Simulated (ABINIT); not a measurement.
## Quasiparticle gap of H3BrO (Cm) in ABINIT

Wanted: ground state, empty states, screening and self-energy for H3BrO (Cm).

Method: PBEsol and many-body steps on it, plane waves, in ABINIT 10.8.3.

**1. Set-up**

It takes space group Cm (No. 8, monoclinic). The conventional cell has a = 6.973 Å, b = 4.952 Å, c = 4.430 Å, α = 90.00°, β = 112.77°, γ = 90.00°. Nearest to H lie 1 O at 1.03 Å. H has 1 O at 1.03 Å nearest. Nearest to Br lie 3 H at 2.08 to 2.09 Å. O has 3 H at 1.03 Å nearest. Farther neighbours and most contacts between anions are not listed.

The cell and positions are those that the Materials Project relaxed with its own functionals (PBE, PBE+U or r2SCAN), kept fixed.

**2. Ground state**

This step: ABINIT 10.8.3; DFT, PBEsol with spin-orbit coupling, plane waves, norm-conserving pseudopotentials.

The ground-state density comes first.

run.abi reads:

```
acell 3*1.0 Angstrom
rprim 
  3.486419000000 -2.476209000000 0.000000000000
  3.486419000000 2.476209000000 -0.000000000000
  -1.714341000000 -0.000000000000 4.084576000000
ntypat 3
znucl 1 35 8
natom 5
typat 1 1 1 2 3
xred 
  0.314472000000 0.314472000000 0.352441000000
  0.642675000000 0.307942000000 0.680036000000
  0.307942000000 0.642675000000 0.680036000000
  0.016087000000 0.016087000000 0.988660000000
  0.460242000000 0.460242000000 0.536286000000
pp_dirpath "pseudos"
pseudos "H.upf, Br.upf, O.upf"
ecut 36
nspinor 2
ngkpt 4 4 4
nshiftk 1
shiftk 0 0 0
kptopt 1
chksymbreak 0
nband 28
occopt 1
tolvrs 1e-10
nstep 60
prtwf 0
optforces 0
optstress 0
indata_prefix "in"
outdata_prefix "out"
tmpdata_prefix "tmp"
```

Command:

```sh
$ OMP_NUM_THREADS=1 mpirun -n 8 abinit run.abi > log
```

Numbers of over 12 decimals in the logs are rounded to 6 here.

Output:

```text
.Version 10.8.3 of ABINIT. v10.8.2 released Aug 2026.

 Symmetries : space group Cm (#  8); Bravais mC (1-face-center monocl.)
================================================================================
 Values of the parameters that define the memory need of the present run
     intxc =       0    ionmov =       0      iscf =       7    lmnmax =      16
     lnmax =      16     mgfft =      48  mpssoang =       5    mqgrid =    3001
     natom =       5  nloc_mem =       1    nspden =       1   nspinor =       2
    nsppol =       1      nsym =       2    n1xccc =    2501    ntypat =       3
    occopt =       1   xclevel =       2
-    mband =          28        mffmem =           1         mkmem =           3
       mpw =        4928          nfft =       97200          nkpt =          24
================================================================================
  Rough estimation (10% accuracy) of disk space for files :
================================================================================

--------------------------------------------------------------------------------
------------- Echo of variables that govern the present computation ------------
--------------------------------------------------------------------------------
 -outvars: echo values of preprocessed input variables --------
            acell      1.8897261259E+00  1.8897261259E+00  1.8897261259E+00 Bohr

      chksymbreak           0
             ecut      3.60000000E+01 Hartree
-          fftalg         312

              ixc     -116133
              kpt      0.00000000E+00  0.00000000E+00  0.00000000E+00
                       2.50000000E-01  0.00000000E+00  0.00000000E+00
                       5.00000000E-01  0.00000000E+00  0.00000000E+00
                       2.50000000E-01  2.50000000E-01  0.00000000E+00
                       5.00000000E-01  2.50000000E-01  0.00000000E+00
                      -2.50000000E-01  2.50000000E-01  0.00000000E+00
                       5.00000000E-01  5.00000000E-01  0.00000000E+00
                       0.00000000E+00  0.00000000E+00  2.50000000E-01
                       2.50000000E-01  0.00000000E+00  2.50000000E-01
   [... 13 further rows ...]
                      -2.50000000E-01  2.50000000E-01  5.00000000E-01
                       5.00000000E-01  5.00000000E-01  5.00000000E-01
         kptrlatt        4    0    0      0    4    0      0    0    4
          kptrlen      3.23241316E+01
P           mkmem           3
            natom           5
            nband          28
            ngfft          45      45      48
             nkpt          24
          nspinor           2
            nstep          60
             nsym           2
           ntypat           3
              occ      1.000000  1.000000  1.000000  1.000000  1.000000  1.000000
                       1.000000  1.000000  1.000000  1.000000  1.000000  1.000000
                       1.000000  1.000000  1.000000  1.000000  0.000000  0.000000
                       0.000000  0.000000  0.000000  0.000000  0.000000  0.000000
                       0.000000  0.000000  0.000000  0.000000
        optforces           0
        optstress           0
            prtwf           0
            rprim      3.4864190000E+00 -2.4762090000E+00  0.0000000000E+00
[...]
spgroup           8

           tolvrs      1.00000000E-10

             xred      3.1447200000E-01  3.1447200000E-01  3.5244100000E-01
[...]
znucl        1.00000   35.00000    8.00000

================================================================================

 chkinp: Checking input parameters for consistency.

================================================================================
== DATASET  1 ==================================================================
-   mpi_nproc: 8, omp_nthreads: 1 (-1 if OMP is not activated)

--- !DatasetInfo
iteration_state: {dtset: 1, }
dimensions: {natom: 5, nkpt: 24, mband: 28, nsppol: 1, nspinor: 2, nspden: 1, mpw: 4928, }
cutoff_energies: {ecut:  36.0, pawecutdg:  -1.0, }
electrons: {nelect:   1.60000000E+01, charge:   0.00000000E+00, occopt:   1.00000000E+00, tsmear:   1.00000000E-02, }

 Real(R)+Recip(G) space primitive vectors, cartesian coordinates (Bohr,Bohr^-1):
 R(1)=  6.5883771 -4.6793568  0.0000000  G(1)=  0.0758912 -0.1068523  0.0318524
 R(2)=  6.5883771  4.6793568  0.0000000  G(2)=  0.0758912  0.1068523  0.0318524
 R(3)= -3.2396350  0.0000000  7.7187300  G(3)=  0.0000000  0.0000000  0.1295550
 Unit cell volume ucvol=  4.7592712E+02 bohr^3
 Angles (23,13,12)=  1.08392306E+02  1.08392306E+02  7.07681090E+01 degrees

 getcut: wavevector=  0.0000  0.0000  0.0000  ngfft=  45  45  48
         ecut(hartree)=     36.000   => boxcut(ratio)=   2.01608

--- Pseudopotential description ------------------------------------------------
- H Generated using ONCVPSP code by D. R. Hamann
-  1.00000   1.00000  180509                  znucl, zion, pspdat
12 -116133 1 -1 1180                          pspcod,pspxc,lmax,lloc,mmax
     nproj     2     2     0     0
     spin-orbit psp
        nprojso     2     0     0
  pspatm : epsatm=    0.35588979
         --- l  ekb(1:nproj) -->
[...]
spin-orbit 1    0.000425   -0.000168
 pspatm: atomic psp has been read  and splines computed

[...]
12 -116133 2 -1 1110                          pspcod,pspxc,lmax,lloc,mmax
     nproj     2     3     3     0
     spin-orbit psp
        nprojso     4     4     0
  pspatm : epsatm=   10.95331152
         --- l  ekb(1:nproj) -->
[...]
1    5.397627    0.895511    0.010517
             2    2.538838    0.395336    0.000606
  spin-orbit 1    0.408434   -0.256546    0.061347   -0.000368
  spin-orbit 2    0.104500   -0.012246    0.005468   -0.000075
 pspatm: atomic psp has been read  and splines computed

- O Generated using ONCVPSP code by D. R. Hamann
-  8.00000   6.00000  180509                  znucl, zion, pspdat
12 -116133 2 -1 936                           pspcod,pspxc,lmax,lloc,mmax
     nproj     2     2     2     0
     spin-orbit psp
        nprojso     2     2     0
  pspatm : epsatm=    6.23093634
         --- l  ekb(1:nproj) -->
[...]
spin-orbit 1    0.006525    0.002082
  spin-orbit 2   -0.000426    0.000283
 pspatm: atomic psp has been read  and splines computed

   2.92030676E+02                                ecore*ucvol(ha*bohr**3)
--------------------------------------------------------------------------------

_setup2: Arith. and geom. avg. npw (full set) are    4909.141    4909.128

================================================================================

--- !BeginCycle
iteration_state: {dtset: 1, }
solver: {iscf: 7, nstep: 60, nline: 4, wfoptalg: 0, }
tolerances: {tolvrs: 1.00E-10, }

     iter   Etot(hartree)      deltaE(h)  residm     vres2
 ETOT  1  -33.905075818822    -3.391E+01 5.326E-02 2.345E+02
 ETOT  2  -33.939655127221    -3.458E-02 6.138E-03 1.950E+02
 ETOT  3  -33.998161338860    -5.851E-02 2.216E-03 9.697E+00
 ETOT  4  -33.999542299823    -1.381E-03 4.980E-04 5.012E-01
 ETOT  5  -33.999584153725    -4.185E-05 3.082E-04 2.704E-02
 ETOT  6  -33.999586362707    -2.209E-06 7.704E-05 2.592E-03
 ETOT  7  -33.999586534414    -1.717E-07 7.375E-05 7.264E-05
 ETOT  8  -33.999586536171    -1.757E-09 1.806E-05 3.870E-06
 ETOT  9  -33.999586536329    -1.575E-10 1.711E-05 2.995E-07
 ETOT 10  -33.999586536342    -1.332E-11 4.255E-06 1.755E-08
 ETOT 11  -33.999586536342    -2.061E-13 3.972E-06 1.637E-09
 ETOT 12  -33.999586536342    -1.776E-13 9.986E-07 3.702E-10
 ETOT 13  -33.999586536342     5.258E-13 9.263E-07 1.720E-11

 At SCF step   13       vres2   =  1.72E-11 < tolvrs=  1.00E-10 =>converged.

--- !ResultsGS
iteration_state: {dtset: 1, }
comment   : Summary of ground state results
lattice_vectors:
- [  6.5883771,  -4.6793568,   0.0000000, ]
- [  6.5883771,   4.6793568,  -0.0000000, ]
- [ -3.2396350,  -0.0000000,   7.7187300, ]
lattice_lengths: [   8.08103,    8.08103,    8.37102, ]
lattice_angles: [108.392, 108.392,  70.768, ] # degrees, (23, 13, 12)
lattice_volume:   4.7592712E+02
convergence: {deltae:  5.258E-13, res2:  1.720E-11, residm:  9.263E-07, diffor:  0.000E+00, }
etotal    :  -3.39995865E+01
entropy   :   0.00000000E+00
fermie    :  -5.30472101E-02
cartesian_stress_tensor: null
pressure_GPa: null
xred      :
- [  3.1447E-01,   3.1447E-01,   3.5244E-01,  H]
- [  6.4268E-01,   3.0794E-01,   6.8004E-01,  H]
- [  3.0794E-01,   6.4268E-01,   6.8004E-01,  H]
- [  1.6087E-02,   1.6087E-02,   9.8866E-01, Br]
- [  4.6024E-01,   4.6024E-01,   5.3629E-01,  O]
cartesian_forces: null
force_length_stats: {min: null, max: null, mean: null, }

 Integrated electronic density in atomic spheres:
 ------------------------------------------------
 Atom  Sphere_radius  Integrated_density
[...]
================================================================================

 ----iterations are completed or convergence reached----

 Mean square residual over all n,k,spin=   14.731E-10; max=  92.626E-08
 reduced coordinates (array xred) for    5 atoms
       0.314472000000      0.314472000000      0.352441000000
       0.642675000000      0.307942000000      0.680036000000
       0.307942000000      0.642675000000      0.680036000000
       0.016087000000      0.016087000000      0.988660000000
       0.460242000000      0.460242000000      0.536286000000
 rms dE/dt=  0.0000E+00; max dE/dt=  0.0000E+00; dE/dt below (all hartree)
    1       0.000000000000      0.000000000000      0.000000000000
    2       0.000000000000      0.000000000000      0.000000000000
    3       0.000000000000      0.000000000000      0.000000000000
    4       0.000000000000      0.000000000000      0.000000000000
    5       0.000000000000      0.000000000000      0.000000000000

 cartesian coordinates (angstrom) at end:
    1      1.588558     0.000000     1.439572
    2      2.148436    -0.828869     2.777659
    3      2.148436     0.828869     2.777659
    4     -1.582728     0.000000     4.038257
    5      2.289816     0.000000     2.190501
 length scales=  1.889726125908  1.889726125908  1.889726125908 bohr
              =  1.000000000000  1.000000000000  1.000000000000 angstroms
 prteigrs : about to open file out_EIG
 Fermi (or HOMO) energy (hartree) =  -0.05305   Average Vxc (hartree)=  -0.27914
 Eigenvalues (hartree) for nkpt=  24  k points:
 kpt#   1, nband= 28, wtk=  0.01563, kpt=  0.0000  0.0000  0.0000 (reduced coord)
  -0.83989   -0.83989   -0.52253   -0.52253   -0.36854   -0.36854   -0.36542   -0.36542
  -0.19680   -0.19680   -0.08388   -0.08388   -0.06959   -0.06959   -0.05305   -0.05305
   0.10304    0.10304    0.24546    0.24546    0.25910    0.25910    0.28216    0.28216
   0.29221    0.29221    0.37404    0.37404
 prteigrs : prtvol=0 or 1, do not print more k-points.

--- !EnergyTerms
iteration_state     : {dtset: 1, }
comment             : Components of total free energy in Hartree
kinetic             :  1.70833795956583E+01
hartree             :  1.05637311168233E+01
xc                  : -1.02778385359090E+01
Ewald energy        : -1.82828003850878E+01
psp_core            :  6.13603766968692E-01
local_psp           : -3.30126234733352E+01
non_local_psp       : -6.87038621460015E-01
total_energy        : -3.39995865363419E+01
total_energy_eV     : -9.25175881444053E+02
band_energy         : -5.09853889169728E+00

== END DATASET(S) ==============================================================
================================================================================

 -outvars: echo values of variables after computation  --------
           etotal     -3.3999586536E+01
            nband          28
             nkpt          24
          spgroup           8
 [... the other variables as echoed above ...]

 Calculation completed.
```

It took 48 s on 8 MPI ranks of Arm Neoverse V2, shared host; peak memory 0.75 GiB; 6.4 min of CPU time.

This step gave:

* total energy: -925.1759 eV
* gap: 4.247 eV
* k of the valence top: 0, 0, 0
* k of the conduction bottom: 0, 0, 0
* least direct gap: 4.247 eV

The gap is direct, at Γ.

(Continued in part 2 of 3.)

[Paths, hosts, dates, memory and timing lines, banners, echoed tables and standing remarks are left out of the program output.]

[Logs are printed without paths, hosts, clocks, repeated set-up lines and the standing remarks that a program may print on its own settings, such as how far it seeks lower states.]

[Runs of the session that timed out or met a known fault of the program may be left out.]

[Hosts, paths, dates, database ids (printed as entryN), source tags and the programs' standing remarks are cut or masked in the printed files.]

[G0W0 gaps are taken among the corrected bands and points alone; a level outside them can change the order at an edge.]

[Where Ansatz stands beside ABINIT at settings called matched, ABINIT's density can come from a denser mesh and the files from another edition; pairs whose starting gaps differed by over 0.03 eV were left out, so agreement reads better than it is.]
